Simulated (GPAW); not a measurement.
**Dielectric function and optical constants of Si2Ni**

Aim: the dielectric function of Si2Ni, and the optical constants that follow from it.

Program: GPAW 26.7.0. Level of theory: DFT, LDA, plane-wave PAW (GPAW data sets), scalar-relativistic, RPA, optical limit. Results are calculated unless marked as measured.

## Step 1: The structure

Symmetry: Fm-3m, No. 225, cubic system. The conventional cell has a = 5.406 Å, b = 5.406 Å, c = 5.406 Å, α = 90.00°, β = 90.00°, γ = 90.00°. Nearest to Ni lie 8 Si at 2.34 Å. Nearest to Si lie 4 Ni at 2.34 Å. Farther neighbours are not listed.

As a file:

```
Ni Si
1.0
     0.00000    2.70300    2.70300
     2.70300    0.00000    2.70300
     2.70300    2.70300    0.00000
Ni Si
1 2
Direct
  0.00000 0.00000 0.00000
  0.75000 0.75000 0.75000
  0.25000 0.25000 0.25000
```

## Step 2: Ground state

First the ground state: is it a metal or has it a gap?

This step: DFT, LDA, plane-wave PAW (GPAW data sets), scalar-relativistic, ground state (GPAW 26.7.0).

gs.py reads:

```python
from ase import Atoms
from ase.dft.bandgap import bandgap
from gpaw import GPAW, PW, FermiDirac

atoms = Atoms(['Ni', 'Si', 'Si'],
              cell=[[0.000000000000, 2.703000000000, 2.703000000000],
                    [2.703000000000, 0.000000000000, 2.703000000000],
                    [2.703000000000, 2.703000000000, 0.000000000000]],
              scaled_positions=[[0.000000000000, 0.000000000000, 0.000000000000],
                                [0.750000000000, 0.750000000000, 0.750000000000],
                                [0.250000000000, 0.250000000000, 0.250000000000]],
              pbc=[True, True, True])
atoms.set_initial_magnetic_moments([1.0, 0.0, 0.0])
atoms.calc = GPAW(mode=PW(500), xc='LDA', kpts={'size': (7, 7, 7), 'gamma': True},
                  occupations=FermiDirac(0.05), maxiter=150, txt='gs.txt')
print('energy (eV)', atoms.get_potential_energy())
print('Fermi level (eV)', atoms.calc.get_fermi_level())
print('valence electrons', atoms.calc.get_number_of_electrons())
print('gap (eV)', bandgap(atoms.calc, output=None)[0])
print('direct gap (eV)', bandgap(atoms.calc, direct=True, output=None)[0])
print('moments', atoms.get_magnetic_moments().round(3).tolist())
atoms.calc.write('gs.gpw')
```

Run with:

```console
> OMP_NUM_THREADS=1 python gs.py
```

Numbers of over 12 decimals in the logs are rounded to 6 here.

The program printed:

```text
__  _  _
 | _ |_)|_||  |
 |__||  | ||/\| - 26.7.0

Versions:
  Python: 3.12.14
  ASE:    3.29.0
  Numpy:  2.5.5
  Scipy:  1.18.1
  Libxc:  7.0.0

Input parameters:
  mode=PW(ecut=500.0),
  kpts=MonkhorstPack(size=(7, 7, 7), gamma=True),
  maxiter=150,
  occupations=Occupations(name='fermi-dirac', width=0.05, fixmagmom=False),
  xc=XC(name='LDA')

Diagonalizing LCAO Hamiltonian
Converting LCAO to pw mode

                    Si

           Si

       Ni

Atoms  # Å, Bohr magnetons
|   | symbol |        x |        y |        z |    initial magnetic moments |
| 0 |     Ni | 0.000000 | 0.000000 | 0.000000 | ( 0.0000,  0.0000,  1.0000) |
| 1 |     Si | 4.054500 | 4.054500 | 4.054500 | ( 0.0000,  0.0000,  0.0000) |
| 2 |     Si | 1.351500 | 1.351500 | 1.351500 | ( 0.0000,  0.0000,  0.0000) |

Unit cell  # Å
| periodic |        x |        y |        z |  lengths |    angles |
|      yes | 0.000000 | 2.703000 | 2.703000 | 3.822619 | 60.000000 |
|      yes | 2.703000 | 0.000000 | 2.703000 | 3.822619 | 60.000000 |
|      yes | 2.703000 | 2.703000 | 0.000000 | 3.822619 | 60.000000 |

Number of symmetries: 48
Symmetry operations  # r_c * U_cc + t_c -> r_c
|    | kind |            matrix            |
|  0 |  σ   |  1, 0, 0,  1, 0,-1,  1,-1, 0 |
|  1 |  C2  |  1, 0, 0,  1,-1, 0,  1, 0,-1 |
|  2 |  E   |  1, 0, 0,  0, 1, 0,  0, 0, 1 |
|  3 |  σ   |  1, 0, 0,  0, 0, 1,  0, 1, 0 |
|  4 |  C4  |  1, 0,-1,  1, 0, 0,  1,-1, 0 |
|  5 |  S6  |  1, 0,-1,  1,-1, 0,  1, 0, 0 |
|  6 |  σ   |  1, 0,-1,  0, 1,-1,  0, 0,-1 |
|  7 |  C3  |  1, 0,-1,  0, 0,-1,  0, 1,-1 |
|  8 |  S6  |  1,-1, 0,  1, 0, 0,  1, 0,-1 |
|  9 |  C4  |  1,-1, 0,  1, 0,-1,  1, 0, 0 |
| 10 |  C3  |  1,-1, 0,  0,-1, 1,  0,-1, 0 |
| 11 |  σ   |  1,-1, 0,  0,-1, 0,  0,-1, 1 |
| 12 |  σ   |  0, 1, 0,  1, 0, 0,  0, 0, 1 |
| 13 |  C4  |  0, 1, 0,  0, 1,-1, -1, 1, 0 |
| 14 |  C3  |  0, 1, 0,  0, 0, 1,  1, 0, 0 |
| 15 |  S6  |  0, 1, 0, -1, 1, 0,  0, 1,-1 |
| 16 |  C2  |  0, 1,-1,  1, 0,-1,  0, 0,-1 |
| 17 |  σ   |  0, 1,-1,  0, 1, 0, -1, 1, 0 |
| 18 |  S4  |  0, 1,-1,  0, 0,-1,  1, 0,-1 |
| 19 |  C4  |  0, 1,-1, -1, 1, 0,  0, 1, 0 |
| 20 |  C3  |  0, 0, 1,  1, 0, 0,  0, 1, 0 |
| 21 |  σ   |  0, 0, 1,  0, 1, 0,  1, 0, 0 |
| 22 |  S6  |  0, 0, 1,  0,-1, 1, -1, 0, 1 |
| 23 |  C4  |  0, 0, 1, -1, 0, 1,  0,-1, 1 |
| 24 |  S4  |  0, 0,-1,  1, 0,-1,  0, 1,-1 |
| 25 |  C3  |  0, 0,-1,  0, 1,-1,  1, 0,-1 |
| 26 |  C2  |  0, 0,-1,  0,-1, 0, -1, 0, 0 |
| 27 |  S6  |  0, 0,-1, -1, 0, 0,  0,-1, 0 |
| 28 |  S4  |  0,-1, 1,  1,-1, 0,  0,-1, 0 |
| 29 |  C4  |  0,-1, 1,  0, 0, 1, -1, 0, 1 |
| 30 |  C2  |  0,-1, 1,  0,-1, 0,  1,-1, 0 |
| 31 |  σ   |  0,-1, 1, -1, 0, 1,  0, 0, 1 |
| 32 |  C3  |  0,-1, 0,  1,-1, 0,  0,-1, 1 |
| 33 |  S6  |  0,-1, 0,  0, 0,-1, -1, 0, 0 |
| 34 |  S4  |  0,-1, 0,  0,-1, 1,  1,-1, 0 |
| 35 |  C2  |  0,-1, 0, -1, 0, 0,  0, 0,-1 |
| 36 |  C2  | -1, 1, 0,  0, 1, 0,  0, 1,-1 |
| 37 |  S6  | -1, 1, 0,  0, 1,-1,  0, 1, 0 |
| 38 |  S4  | -1, 1, 0, -1, 0, 1, -1, 0, 0 |
| 39 |  C3  | -1, 1, 0, -1, 0, 0, -1, 0, 1 |
| 40 |  S6  | -1, 0, 1,  0, 0, 1,  0,-1, 1 |
| 41 |  C2  | -1, 0, 1,  0,-1, 1,  0, 0, 1 |
| 42 |  C3  | -1, 0, 1, -1, 1, 0, -1, 0, 0 |
| 43 |  S4  | -1, 0, 1, -1, 0, 0, -1, 1, 0 |
| 44 |  C2  | -1, 0, 0,  0, 0,-1,  0,-1, 0 |
| 45 |  i   | -1, 0, 0,  0,-1, 0,  0, 0,-1 |
| 46 |  σ   | -1, 0, 0, -1, 1, 0, -1, 0, 1 |
| 47 |  C2  | -1, 0, 0, -1, 0, 1, -1, 1, 0 |

BZ-sampling:
  Number of BZ points: 343
  Number of IBZ points: 20

  Monkhorst-Pack size: [7, 7, 7]
  Monkhorst-Pack shift: [0, 0, 0]

K-points  # in reciprocal-cell coordinates
|     |                                coordinates |     weight |
|   0 | (  0.00000000,   0.00000000,   0.00000000) | 0.00291545 |
|   1 | (  0.14285714,   0.14285714,   0.00000000) | 0.01749271 |
|   2 | (  0.14285714,   0.14285714,   0.14285714) | 0.02332362 |
|   3 | (  0.28571429,   0.14285714,   0.14285714) | 0.03498542 |
|   4 | (  0.28571429,   0.28571429,   0.00000000) | 0.01749271 |
|   5 | (  0.28571429,   0.28571429,   0.14285714) | 0.06997085 |
|   6 | (  0.28571429,   0.28571429,   0.28571429) | 0.02332362 |
|   7 | (  0.42857143,  -0.28571429,  -0.28571429) | 0.03498542 |
|   8 | (  0.42857143,   0.28571429,  -0.42857143) | 0.13994169 |
|   9 | (  0.42857143,   0.28571429,  -0.28571429) | 0.06997085 |
| ... |                                            |            |
|  19 | (  0.42857143,   0.42857143,   0.42857143) | 0.02332362 |

Plane wave coefficients: 1013
Cutoff: 500.0 eV

Spin-components: 2 (collinear spins)
Bands:           19
Projectors:      16
Spin-degeneracy: 1
Datatype:        complex128

Parallelization:
  kpt:    1
  domain: 1
  band:   1

Density:
  Valence electrons: 24.0
  Components: 2
  Grid points: [20 20 20]
  Charge: 0.0  # |e|

Potential:
  Grid points: [20 20 20]

species:
  Ni:
    name:    Nickel
    id:
    Z:       28.0
    valence: 16
    core:    12
    charge:  0.0  # [|e|]
    compensation charges:
      type: gauss
      rc: 0.36  # [Å]
      lmax: 2
    cutoffs:
      filter: 2.14  # [Å]
      core: 1.98  # [Å]
    projectors
    | kind |    occ | energy [eV] | rcut [Å] |
    |   4s |  2.000 |      -5.858 |    1.164 |
    |   3p |  6.000 |     -71.266 |    1.207 |
    |   4p |  0.000 |      -1.338 |    1.207 |
    |   3d |  8.000 |      -9.141 |    1.138 |
    |    s |        |      21.353 |    1.164 |
    |    d |        |      18.071 |    1.138 |

    Using partial waves for Ni as LCAO basis

  Si:
    name:    Silicon
    id:
    Z:       14.0
    valence: 4
    core:    10
    charge:  0.0  # [|e|]
    compensation charges:
      type: gauss
      rc: 0.33  # [Å]
      lmax: 2
    cutoffs:
      filter: 1.86  # [Å]
      core: 2.06  # [Å]
    projectors
    | kind |    occ | energy [eV] | rcut [Å] |
    |   3s |  2.000 |     -10.878 |    1.058 |
    |   3p |  2.000 |      -4.162 |    1.058 |
    |    s |        |      16.334 |    1.058 |
    |    p |        |      23.049 |    1.058 |
    |    d |        |       0.000 |    1.058 |

    Using partial waves for Si as LCAO basis

Reference energy: -57018.022236  # eV

eigensolver:
  PPCG
  Converge bands: occupied
  niter=2

density mixing:
  MSR1-Mixer
  Pratt-step length: 0.05
  Maximum mixing coefficient: 0.75
  Old densities: 10
  SVD Regularization: 0.005
  Good broyden scale: 1.0
  Trust region scale: 1.0
  Backstep threshold: 4.0
  History deletion threshold: 6.0
  Fourier metric: weight=20.0, sigma=0.015

occupation numbers:
  Fermi-Dirac:
    width: 0.0500  # eV

poisson solver:
  ecut: 4000.0  # eV

xc functional:
  name: None

convergence criteria:
- Maximum [total energy] change in last 3 cyles: 0.0005 eV / valence electron
- Maximum integral of absolute [dens]ity change: 0.0001 electrons / valence electron
- Maximum integral of absolute [eigenst]ate change: 4e-08 eV^2 / valence electron
maximum number of iterations: 150

SCF iterations
|iter     |      energy | eigst |  dens |  magmom |
|iter:   1||  -22.318377 | +0.66 |       |  +1.0014|
|iter:   2||  -22.050797 | -1.12 | -0.91 |  +0.9563|
|iter:   3||  -21.729830 | -1.84 | -0.96 |  +0.6734|
|iter:   4||  -21.696924 | -2.58 | -1.20 |  +0.2788|
|iter:   5||  -21.710218 | -3.20 | -1.71 |  +0.1408|
|iter:   6||  -21.715455 | -3.61 | -2.04 |  +0.0152|
|iter:   7||  -21.715739c| -4.96 | -2.53 |  +0.0081|
|iter:   8||  -21.715831c| -5.16 | -2.80 |  +0.0002|
|iter:   9||  -21.715830c| -6.74 | -3.56 |  +0.0005|
|iter:  10||  -21.715830c| -7.83c| -4.17c|  +0.0002|

Converged in 10 steps
SCF loop duration: 9.250 s (0.925 s/step)
Energy contributions relative to reference atoms: (reference = -57018.022236)

Energy contributions:
  Kinetic:          13.966111
  Coulomb:          -8.913838
  Zero:              0.009808
  External:          0.000000
  Xc:              -26.774430
  Entropy:          -0.006961
  Spinorbit:         0.000000
  ----------------------------
  Free energy:     -21.719310
  Extrapolated:    -21.715830

dipole moment: (-11.253897, -11.253897, -11.253897)  # |e|*Ang

Total magnetic moment: (0.000000, 0.000000, 0.000153)

Local magnetic moments
|        x |        y |         z |
| 0.000000 | 0.000000 | -0.000059 |  # Ni   0
| 0.000000 | 0.000000 |  0.000063 |  # Si   1
| 0.000000 | 0.000000 |  0.000063 |  # Si   2

Fermi level: 9.399
Eigenvalues  # (at kpt = [0.000, 0.000, 0.000])
| band index |      eig [eV] | occ [0-1] |      eig [eV] | occ [0-1] |
|          0 |       -55.256 |     1.000 |       -55.256 |     1.000 |
|        ... |               |           |               |           |
|          2 |       -55.256 |     1.000 |       -55.256 |     1.000 |
|          3 |        -4.420 |     1.000 |        -4.420 |     1.000 |
|          4 |         4.184 |     1.000 |         4.184 |     1.000 |
|          5 |         4.184 |     1.000 |         4.184 |     1.000 |
|          6 |         4.184 |     1.000 |         4.184 |     1.000 |
|          7 |         5.875 |     1.000 |         5.875 |     1.000 |
|          8 |         5.875 |     1.000 |         5.875 |     1.000 |
|          9 |         9.008 |     1.000 |         9.008 |     1.000 |
|         10 |        11.223 |     0.000 |        11.223 |     0.000 |
|         11 |        11.223 |     0.000 |        11.223 |     0.000 |
|         12 |        11.223 |     0.000 |        11.223 |     0.000 |
|         13 |        11.667 |     0.000 |        11.667 |     0.000 |
|         14 |        11.667 |     0.000 |        11.667 |     0.000 |
|         15 |        11.667 |     0.000 |        11.667 |     0.000 |
|         16 |        14.107 |     0.000 |        14.107 |     0.000 |
|         17 |        14.107 |     0.000 |        14.107 |     0.000 |
|         18 |        14.107 |     0.000 |        14.107 |     0.000 |

No gap
No difference between direct/indirect transitions

--- standard output ---
energy (eV) -21.715830
Fermi level (eV) 9.399412
valence electrons 24.0
gap (eV) 0.0
direct gap (eV) 0.0
moments [-0.0, 0.0, 0.0]
```

It took 11 s on 1 thread of Arm Neoverse V2, shared host; peak memory 0.15 GiB.

Read-outs, printed or worked out from the files:

* energy: -21.72 eV
* Fermi energy: 9.399 eV
* electrons: 24

There are states at the Fermi level within the smearing, so the occupations stay smeared and the carriers get a Drude term.

## Step 3: Bands for the response

The response needs many more empty bands than the density does.

This step: DFT, LDA, plane-wave PAW (GPAW data sets), scalar-relativistic, bands at fixed density (GPAW 26.7.0).

nscf.py reads:

```python
from ase.dft.bandgap import bandgap
from gpaw import GPAW, FermiDirac

calc = GPAW('gs.gpw').fixed_density(kpts={'size': (16, 16, 16), 'gamma': True}, nbands=39, convergence={'bands': 33},
                                    occupations=FermiDirac(0.05), txt='nscf.txt')
print('gap (eV)', bandgap(calc, output=None)[0])
print('direct gap (eV)', bandgap(calc, direct=True, output=None)[0])
print('top band over the Fermi level (eV)', min(calc.get_eigenvalues(kpt=k)[32] for k in range(len(calc.get_ibz_k_points()))) - calc.get_fermi_level())
calc.write('full.gpw', mode='all')
```

Run with:

```console
> OMP_NUM_THREADS=1 python nscf.py
```

The program printed:

```text
Diagonalizing LCAO Hamiltonian
Converting LCAO to pw mode
convergence criteria:
- Maximum integral of absolute [eigenst]ate change: 4e-08 eV^2 / valence electron
maximum number of iterations: 150

SCF iterations
|iter     |      energy | eigst |  dens |  magmom |
|iter:   1||             | +3.08 |       |  +0.0002|
|iter:   2||             | +1.62 |       |  +0.0002|
|iter:   3||             | +0.77 |       |  +0.0002|
|iter:   4||             | +0.12 |       |  +0.0002|
|iter:   5||             | -0.51 |       |  +0.0002|
|iter:   6||             | -1.06 |       |  +0.0002|
|iter:   7||             | -1.60 |       |  +0.0002|
|iter:   8||             | -2.14 |       |  +0.0002|
|iter:   9||             | -2.70 |       |  +0.0002|
|iter:  10||             | -3.29 |       |  +0.0002|
|iter:  11||             | -3.90 |       |  +0.0002|
|iter:  12||             | -4.50 |       |  +0.0002|
|iter:  13||             | -5.13 |       |  +0.0002|
|iter:  14||             | -5.75 |       |  +0.0002|
|iter:  15||             | -6.40 |       |  +0.0002|
|iter:  16||             | -6.98 |       |  +0.0002|
|iter:  17||             | -7.49c|       |  +0.0002|
SCF steps: 17
  __  _  _
 | _ |_)|_||  |
 |__||  | ||/\| - 26.7.0

Versions:
  Python: 3.12.14
  ASE:    3.29.0
  Numpy:  2.5.5
  Scipy:  1.18.1
  Libxc:  7.0.0

Input parameters:
  mode=PW(ecut=500.0),
  convergence={'bands': 33},
  gpts=array([20, 20, 20]),
  kpts=MonkhorstPack(size=(16, 16, 16), gamma=True),
  maxiter=150,
  nbands=39,
  occupations=Occupations(name='fermi-dirac', width=0.05, fixmagmom=False),
  parallel={},
  xc=XC(name='LDA')

--- standard output ---
gap (eV) 0.0
direct gap (eV) 0.0
top band over the Fermi level (eV) 24.670587
```

Elapsed: 3.6 min, on 1 thread; peak memory 0.38 GiB.

[end of part 1 of 2]

[Machine, clock and banner lines and Python warnings are left out of the logs.]

[Logs are printed without paths, hosts, clocks, repeated set-up lines and the standing remarks that a program may print on its own settings, such as how far it seeks lower states.]

[Hosts, paths, dates, database ids (printed as entryN), source tags and the programs' standing remarks are cut or masked in the printed files.]
